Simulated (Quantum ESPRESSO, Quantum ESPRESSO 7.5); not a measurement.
## arsenene, 1 layer, rectangular cell, stepped through strain along the first axis

Wanted: a table for arsenene, 1 layer, rectangular cell against strain along the first axis, and what can be fitted to it.

Main program and level: Quantum ESPRESSO 7.5; plane-wave DFT, PBE, GBRV ultrasoft pseudopotentials.

### 1. Set-up

The cell holds 4 atoms: 4 As. Its edges and angles: a = 3.610 Å, b = 6.253 Å, c = 16.400 Å, α = 90.0°, β = 90.0°, γ = 90.0°. It derives from As. Vacuum lies along c.

Set-up: Cell and atoms are first relaxed; each strained cell is then held, the other axis too, and the atoms relax in it. A periodic run with 15 Å of vacuum in the starting cell gives the vacuum levels, and bands follow along a path.

Members -2, -1, 0, 1 and 2 took the same steps and show in the table alone.

### 2. Relaxing cell and ions of the reference

What the set-up leaves free in this member is relaxed.

ref.relax.in reads:

```
&control
  prefix = 'ref.relax'
  outdir = './out'
  pseudo_dir = './pseudo'
  nstep = 80
  forc_conv_thr = 0.0004
  calculation = 'vc-relax'
  etot_conv_thr = 1e-06
/
&system
  ibrav = 0
  nat = 4
  ntyp = 1
  ecutwfc = 50
  ecutrho = 250
  occupations = 'smearing'
  smearing = 'fd'
  degauss = 0.004
/
&electrons
  conv_thr = 1e-09
  mixing_beta = 0.4
  electron_maxstep = 120
  mixing_mode = 'plain'
/
&ions
/
&cell
  cell_dofree = '2Dxy'
  press_conv_thr = 0.3
/
ATOMIC_SPECIES
  As  74.9216  as_pbe_v1.uspp.F.UPF
CELL_PARAMETERS angstrom
  3.61000000000000 0.00000000000000 0.00000000000000
  0.00000000000000 6.25270341532365 0.00000000000000
  0.00000000000000 0.00000000000000 16.40000000000000
ATOMIC_POSITIONS crystal
  As  0.500000000000 0.166666666600 0.457317073171
  As  0.000000000000 0.666666666700 0.457317073171
  As  0.999999999900 0.333333333400 0.542682926829
  As  0.500000000000 0.833333333400 0.542682926829
K_POINTS automatic
  8 6 1 0 0 0
```

Run with:

```sh
$ OMP_NUM_THREADS=1 mpirun -n 4 pw.x -nk 2 -in ref.relax.in > ref.relax.out
```

Log:

```text
Program PWSCF v.7.5 starts
[citation notice left out]

     Parallel version (MPI & OpenMP), running on       4 processor cores
     Number of MPI processes:                 4
     Threads/MPI process:                     1

     MPI processes distributed on     1 nodes
[...]
Current dimensions of program PWSCF are:
     Max number of different atomic species (ntypx) = 10
     Max number of k-points (npk) =  40000
     Max angular momentum in pseudopotentials (lmaxx) =  4
     Found identity + (  0.5000 -0.5000  0.0000) symmetry
     This is a supercell, fractional translations are disabled
     Message from routine setup:
     using ibrav=0 with symmetry is DISCOURAGED, use correct ibrav instead

     K-points division:     npool     =       2
     R & G space division:  proc/nbgrp/npool/nimage =       2
     Subspace diagonalization in iterative solution of the eigenvalue problem:
     a serial algorithm will be used

     Parallelization info
     --------------------
     sticks:   dense  smooth     PW     G-vecs:    dense   smooth      PW
     Min         804     643    186                83387    59681    9278
     Max         805     644    187                83392    59692    9285
     Sum        1609    1287    373               166779   119373   18563

     Using Slab Decomposition

     bravais-lattice index     =            0
     lattice parameter (alat)  =       6.8219  a.u.
     unit-cell volume          =    2498.1326 (a.u.)^3
     number of atoms/cell      =            4
     number of atomic types    =            1
     number of electrons       =        20.00
     number of Kohn-Sham states=           14
     kinetic-energy cutoff     =      50.0000  Ry
     charge density cutoff     =     250.0000  Ry
     scf convergence threshold =      1.0E-09
     mixing beta               =       0.4000
     number of iterations used =            8  plain     mixing
     energy convergence thresh.=      1.0E-06
     force convergence thresh. =      4.0E-04
     press convergence thresh. =      3.0E-01
     Exchange-correlation= SLA  PW   PBE  PBE
                           (   1   4   3   4   0   0   0)
     nstep                     =           80

     celldm(1)=   6.821911  celldm(2)=   0.000000  celldm(3)=   0.000000
     celldm(4)=   0.000000  celldm(5)=   0.000000  celldm(6)=   0.000000

     crystal axes: (cart. coord. in units of alat)
               a(1) = (   1.000000   0.000000   0.000000 )
               a(2) = (   0.000000   1.732051   0.000000 )
               a(3) = (   0.000000   0.000000   4.542936 )

     reciprocal axes: (cart. coord. in units 2 pi/alat)
               b(1) = (  1.000000  0.000000  0.000000 )
               b(2) = (  0.000000  0.577350  0.000000 )
               b(3) = (  0.000000  0.000000  0.220122 )

     PseudoPot. # 1 for As read from file:
     ./pseudo/as_pbe_v1.uspp.F.UPF
     Pseudo is Ultrasoft + core correction, Zval =  5.0
     Generated by new atomic code, or converted to UPF format
     Using radial grid of  875 points,  6 beta functions with:
                l(1) =   0
                l(2) =   0
                l(3) =   1
                l(4) =   1
                l(5) =   2
                l(6) =   2
     Q(r) pseudized with  8 coefficients,  rinner =    1.300   1.300   1.300
                                                       1.300   1.300

     atomic species   valence    mass     pseudopotential
     As                5.00    74.92160     As( 1.00)

      4 Sym. Ops., with inversion, found

   Cartesian axes

     site n.     atom                  positions (alat units)
         1        As     tau(   1) = (   0.5000000   0.2886751   2.0775623  )
         2        As     tau(   2) = (   0.0000000   1.1547005   2.0775623  )
         3        As     tau(   3) = (   1.0000000   0.5773503   2.4653740  )
         4        As     tau(   4) = (   0.5000000   1.4433757   2.4653740  )

     number of k points=    20  Fermi-Dirac smearing, width (Ry)=  0.0040
                       cart. coord. in units 2pi/alat
        k(    1) = (   0.0000000   0.0000000   0.0000000), wk =   0.0416667
        k(    2) = (   0.0000000   0.0962250   0.0000000), wk =   0.0833333
        k(    3) = (   0.0000000   0.1924501   0.0000000), wk =   0.0833333
        k(    4) = (   0.0000000  -0.2886751   0.0000000), wk =   0.0416667
        k(    5) = (   0.1250000   0.0000000   0.0000000), wk =   0.0833333
        k(    6) = (   0.1250000   0.0962250   0.0000000), wk =   0.1666667
        k(    7) = (   0.1250000   0.1924501   0.0000000), wk =   0.1666667
        k(    8) = (   0.1250000  -0.2886751   0.0000000), wk =   0.0833333
        k(    9) = (   0.2500000   0.0000000   0.0000000), wk =   0.0833333
        k(   10) = (   0.2500000   0.0962250   0.0000000), wk =   0.1666667
[...]
k(   20) = (  -0.5000000  -0.2886751   0.0000000), wk =   0.0416667

     Dense  grid:   166779 G-vectors     FFT dimensions: (  36,  60, 160)

     Smooth grid:   119373 G-vectors     FFT dimensions: (  32,  54, 144)

     Estimated max dynamical RAM per process >     202.81 MB

     Estimated total dynamical RAM >     770.54 MB

     Initial potential from superposition of free atoms

     starting charge      19.9990, renormalised to      20.0000

     negative rho (up, down):  1.562E-04 0.000E+00
     Starting wfcs are   16 randomized atomic wfcs

     total cpu time spent up to now is        1.3 secs

     per-process dynamical memory:    69.4 Mb

     Self-consistent Calculation

     iteration #  1     ecut=    50.00 Ry     beta= 0.40
     Davidson diagonalization with overlap
     ethr =  1.00E-02,  avg # of iterations =  2.0

     Threshold (ethr) on eigenvalues was too large:
     Diagonalizing with lowered threshold

     Davidson diagonalization with overlap
     ethr =  2.10E-04,  avg # of iterations =  2.6

     negative rho (up, down):  2.791E-05 0.000E+00

     total cpu time spent up to now is        5.5 secs

     total energy              =    -161.08643383 Ry
     estimated scf accuracy    <       0.04194001 Ry

     iteration #  2     ecut=    50.00 Ry     beta= 0.40
[...]
negative rho (up, down):  6.797E-05 0.000E+00

[...]
total energy              =    -161.08542278 Ry
     estimated scf accuracy    <       0.01245796 Ry

     iteration #  3     ecut=    50.00 Ry     beta= 0.40
[...]
negative rho (up, down):  9.618E-05 0.000E+00

[...]
total energy              =    -161.08645770 Ry
[...]
Diagonalizing with lowered threshold

     Davidson diagonalization with overlap
     ethr =  2.64E-09,  avg # of iterations =  4.0

     negative rho (up, down):  1.556E-04 0.000E+00

     total cpu time spent up to now is       51.1 secs

     total energy              =    -161.08677186 Ry
     estimated scf accuracy    <       0.00000047 Ry

[...]
iteration #  6     ecut=    50.00 Ry     beta= 0.40
[...]
negative rho (up, down):  1.555E-04 0.000E+00

[...]
End of self-consistent calculation

[...]
the Fermi energy is    -1.7723 ev

!    total energy              =    -161.08677191 Ry
     estimated scf accuracy    <          7.4E-12 Ry
     smearing contrib. (-TS)   =      -0.00000000 Ry
     internal energy E=F+TS    =    -161.08677190 Ry

     The total energy is F=E-TS. E is the sum of the following terms:
     one-electron contribution =    -196.54510753 Ry
     hartree contribution      =     102.19135931 Ry
     xc contribution           =    -125.99932265 Ry
     ewald contribution        =      59.26629896 Ry

     convergence has been achieved in   6 iterations

     negative rho (up, down):  1.555E-04 0.000E+00

     Forces acting on atoms (cartesian axes, Ry/au):

     atom    1 type  1   force =     0.00000000    0.00002472   -0.00002323
     atom    2 type  1   force =    -0.00000000    0.00002445   -0.00002312
     atom    3 type  1   force =     0.00000000   -0.00002445    0.00002312
     atom    4 type  1   force =     0.00000000   -0.00002472    0.00002323

     Total force =     0.000068     Total SCF correction =     0.000004

     Computing stress (Cartesian axis) and pressure

     negative rho (up, down):  1.555E-04 0.000E+00
          total   stress  (Ry/bohr**3)                   (kbar)     P=        0.11
   0.00000219   0.00000000   0.00000000            0.32        0.00        0.00
   0.00000000   0.00000068  -0.00000005            0.00        0.10       -0.01
   0.00000000  -0.00000005  -0.00000053            0.00       -0.01       -0.08

     Energy error            =      2.2E-06 Ry
     Gradient error          =      2.5E-05 Ry/Bohr
     Cell gradient error     =      3.2E-01 kbar

     number of scf cycles    =   3
     number of bfgs steps    =   2

     enthalpy           old  =    -161.0867697164 Ry
     enthalpy           new  =    -161.0867719077 Ry

     CASE: enthalpy          _new < enthalpy          _old

     new trust radius        =       0.0007248690 bohr
     new conv_thr            =            1.0E-11 Ry

     new unit-cell volume =   2498.69627 a.u.^3 (   370.26859 Ang^3 )
     density =      1.34400 g/cm^3

CELL_PARAMETERS (angstrom)
   3.610728246   0.000000000   0.000000000
   0.000000000   6.252852951   0.000000000
   0.000000000   0.000000000  16.400000000

ATOMIC_POSITIONS (crystal)
As               0.5000000000        0.1666803504        0.4574104344
As              -0.0000000000        0.6666803489        0.4574104340
As               0.9999999999        0.3333196512        0.5425895660
As               0.5000000000        0.8333196496        0.5425895656

[...]
NEW-OLD atomic charge density approx. for the potential
     New effective cutoffs (rho, wfc):  249.98   50.00

     negative rho (up, down):  1.554E-04 0.000E+00

     total cpu time spent up to now is       65.9 secs

     per-process dynamical memory:    78.0 Mb

[...]
!    total energy              =    -161.08677228 Ry
[...]
Total force =     0.000195     Total SCF correction =     0.000002
[...]
number of bfgs steps    =   3
[...]
WARNING: bfgs curvature condition failed, Theta= 0.973
     new trust radius        =       0.0010872748 bohr
[...]
!    total energy              =    -161.08677281 Ry
[...]
Total force =     0.000264     Total SCF correction =     0.000002
[...]
Self-consistent Calculation

     iteration #  1     ecut=    50.00 Ry     beta= 0.40
     Davidson diagonalization with overlap
     c_bands:  1 eigenvalues not converged
     c_bands:  1 eigenvalues not converged
     c_bands:  1 eigenvalues not converged
     c_bands:  1 eigenvalues not converged
     c_bands:  1 eigenvalues not converged
     c_bands:  1 eigenvalues not converged
     ethr =  1.00E-06,  avg # of iterations = 18.1

     negative rho (up, down):  2.836E-05 0.000E+00

     total cpu time spent up to now is      103.3 secs

     total energy              =    -161.08764765 Ry
     estimated scf accuracy    <       0.04172336 Ry

[...]
iteration # 10     ecut=    50.00 Ry     beta= 0.40
[...]
negative rho (up, down):  1.555E-04 0.000E+00

[...]
End of self-consistent calculation

          k = 0.0000 0.0000 0.0000 ( 14985 PWs)   bands (ev):

   -16.0134 -13.6018 -11.6744  -9.7490  -5.9669  -4.4409  -4.1311  -3.1138
    -2.5740  -2.5714  -0.6360  -0.6011   0.5677   0.9205

          k = 0.0000 0.0962 0.0000 ( 14959 PWs)   bands (ev):

   -15.9218 -13.9739 -11.2408  -9.7377  -6.0966  -4.3559  -3.8541  -3.4601
    -3.0704  -2.7793  -0.7479  -0.0149   0.7774   0.8093

          k = 0.0000 0.1924 0.0000 ( 14908 PWs)   bands (ev):

   -15.6499 -14.6213 -10.4871  -9.7510  -6.1694  -4.7691  -4.1071  -3.3289
    -3.2346  -2.9784  -0.9530  -0.3197   1.2691   1.4873

          k = 0.0000-0.2887 0.0000 ( 14926 PWs)   bands (ev):

   -15.2076 -15.2076  -9.9448  -9.9448  -5.7618  -5.7618  -3.7162  -3.7162
    -2.9917  -2.9917  -0.8418  -0.8418   1.8363   1.8363

          k = 0.1250 0.0000 0.0000 ( 14925 PWs)   bands (ev):

   -15.8592 -13.4426 -11.7413  -9.7343  -6.1253  -4.9289  -4.1231  -3.8370
    -3.0465  -2.9478   0.2734   0.3201   0.4969   0.5882

          k = 0.1250 0.0962 0.0000 ( 14930 PWs)   bands (ev):

   -15.7684 -13.8272 -11.3085  -9.7361  -6.1032  -5.0836  -4.3075  -3.7619
    -3.0751  -3.0084  -0.0616   0.0272   0.8659   1.0984

[...]
the Fermi energy is    -1.7746 ev

!    total energy              =    -161.08677324 Ry
     estimated scf accuracy    <          8.9E-12 Ry
     smearing contrib. (-TS)   =      -0.00000000 Ry
     internal energy E=F+TS    =    -161.08677323 Ry

     The total energy is F=E-TS. E is the sum of the following terms:
     one-electron contribution =    -196.51345080 Ry
     hartree contribution      =     102.17470732 Ry
     xc contribution           =    -125.99915251 Ry
     ewald contribution        =      59.25112276 Ry

     convergence has been achieved in  10 iterations

     negative rho (up, down):  1.555E-04 0.000E+00

     Forces acting on atoms (cartesian axes, Ry/au):

     atom    1 type  1   force =     0.00000000    0.00001336   -0.00013061
     atom    2 type  1   force =    -0.00000000    0.00001337   -0.00013064
     atom    3 type  1   force =     0.00000000   -0.00001337    0.00013064
     atom    4 type  1   force =     0.00000000   -0.00001336    0.00013061

     Total force =     0.000263     Total SCF correction =     0.000003

     Computing stress (Cartesian axis) and pressure

     negative rho (up, down):  1.555E-04 0.000E+00
          total   stress  (Ry/bohr**3)                   (kbar)     P=        0.10
   0.00000186   0.00000000   0.00000000            0.27        0.00        0.00
   0.00000000   0.00000057  -0.00000003            0.00        0.08       -0.00
   0.00000000  -0.00000003  -0.00000030            0.00       -0.00       -0.04

[...]
=------------------------------------------------------------------------------=
   JOB DONE.
=------------------------------------------------------------------------------=
```

It took 2.2 min on 4 MPI ranks of Arm Neoverse V1, shared host; peak memory 0.88 GiB.

Little changed from the start: no atom moved by 0.005 Å and no cell edge by 0.1 %.

 The last row is no step: it is a fresh SCF in the final cell with a new plane-wave basis, -0 meV from the row before.

Numbers from this step:

| Quantity | Value |
| --- | --- |
| free energy | -2191.6972 eV |
| Fermi energy | -1.775 eV |

[end of part 1 of 5]

[Logs are printed without paths, hosts, clocks, repeated set-up lines and the standing remarks that a program may print on its own settings, such as how far it seeks lower states.]

[Hosts, paths, dates, database ids (printed as entryN), source tags and the programs' standing remarks are cut or masked in the printed files.]

[Maps of the electrostatic potential energy from Ansatz leave out the sawtooth potential of an applied field or a dipole correction, so their vacuum need not be flat; planar profiles and work functions include it.]
